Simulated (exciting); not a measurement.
Consider TaAgO3, space group Pm-3m.

```xyz
5
Lattice="3.9994 0.0000 0.0000 0.0000 3.9994 0.0000 0.0000 0.0000 3.9994" Properties=species:S:1:pos:R:3 pbc="T T T"
Ta    0.0000    0.0000    0.0000
Ag    1.9997    1.9997    1.9997
O     1.9997    0.0000    0.0000
O     0.0000    1.9997    0.0000
O     0.0000    0.0000    1.9997
```

Absorber: atom 3, with 2 Ta at 2.00 Å (linear, site symmetry 4/mmm). Method: exciting, all-electron LAPW+lo, LDA, exchange and screened direct term (singlet BSE), 4×4×4 shifted k points, 29 conduction bands, |G+q| up to 3 bohr⁻¹, full RPA screening with nempty = 53, Lorentzian half width 0.45 eV.

**Question.** What does the O K spectrum look like, and is there a bound core exciton?

Bound core exciton? Undecided on this mesh: the first bright state (over 5 % of the brightest) lies at 0.14 eV from the Kohn–Sham onset and at -0.31 eV from the lowest bare transition of its own mesh; weaker or dark states reach down to 0.06 eV. Maxima (height): 1.0 eV (1.00), 5.9 eV (0.62), 11.0 eV (0.42), 15.6 eV (0.15), 18.4 eV (0.29) and 19.5 eV (0.26).

Energy from the Kohn–Sham onset, core level to the lowest empty state found on the meshes used; Im ε in relative units:

| E (eV) | Im ε |
| --- | --- |
| -3.0 | 0.02 |
| -2.5 | 0.03 |
| -2.0 | 0.04 |
| -1.5 | 0.05 |
| -1.0 | 0.07 |
| -0.5 | 0.12 |
| 0.0 | 0.24 |
| 0.5 | 0.55 |
| 1.0 | 0.99 |
| 1.5 | 0.72 |
| 2.0 | 0.51 |
| 2.5 | 0.40 |
| 3.0 | 0.25 |
| 3.5 | 0.18 |
| 4.0 | 0.15 |
| 4.5 | 0.16 |
| 5.0 | 0.27 |
| 5.5 | 0.51 |
| 6.0 | 0.62 |
| 6.5 | 0.55 |
| 7.0 | 0.54 |
| 7.5 | 0.43 |
| 8.0 | 0.41 |
| 8.5 | 0.31 |
| 9.0 | 0.24 |
| 9.5 | 0.23 |
| 10.0 | 0.21 |
| 10.5 | 0.27 |
| 11.0 | 0.41 |
| 11.5 | 0.29 |
| 12.0 | 0.25 |
| 12.5 | 0.23 |
| 13.0 | 0.23 |
| 13.5 | 0.18 |
| 14.0 | 0.12 |
| 14.5 | 0.09 |
| 15.0 | 0.11 |
| 15.5 | 0.15 |
| 16.0 | 0.13 |
| 16.5 | 0.13 |
| 17.0 | 0.17 |
| 17.5 | 0.23 |
| 18.0 | 0.28 |
| 18.5 | 0.28 |
| 19.0 | 0.25 |
| 19.5 | 0.26 |
| 20.0 | 0.22 |
| 20.5 | 0.17 |
| 21.0 | 0.13 |
| 21.5 | 0.11 |
| 22.0 | 0.10 |
| 22.5 | 0.07 |
| 23.0 | 0.05 |
| 23.5 | 0.05 |

Binding energies aren't converged on 64 k points, and fine structure above the first lines is partly noise of the mesh. The kernel cutoff is low for a compact core orbital, so the effect of exchange is a lower bound. The zero comes from the unshifted 4×4×4 ground-state mesh; it is exact only where the band minimum lies on that mesh. The structure is a Materials Project entry, computed there, and may be a hypothetical form.

[Banner, clock and machine lines of the logs are left out without a mark of their own.]

[Logs are printed without paths, hosts, clocks, repeated set-up lines and the standing remarks that a program may print on its own settings, such as how far it seeks lower states.]

[Hosts, paths, dates, database ids (printed as entryN), source tags and the programs' standing remarks are cut or masked in the printed files.]
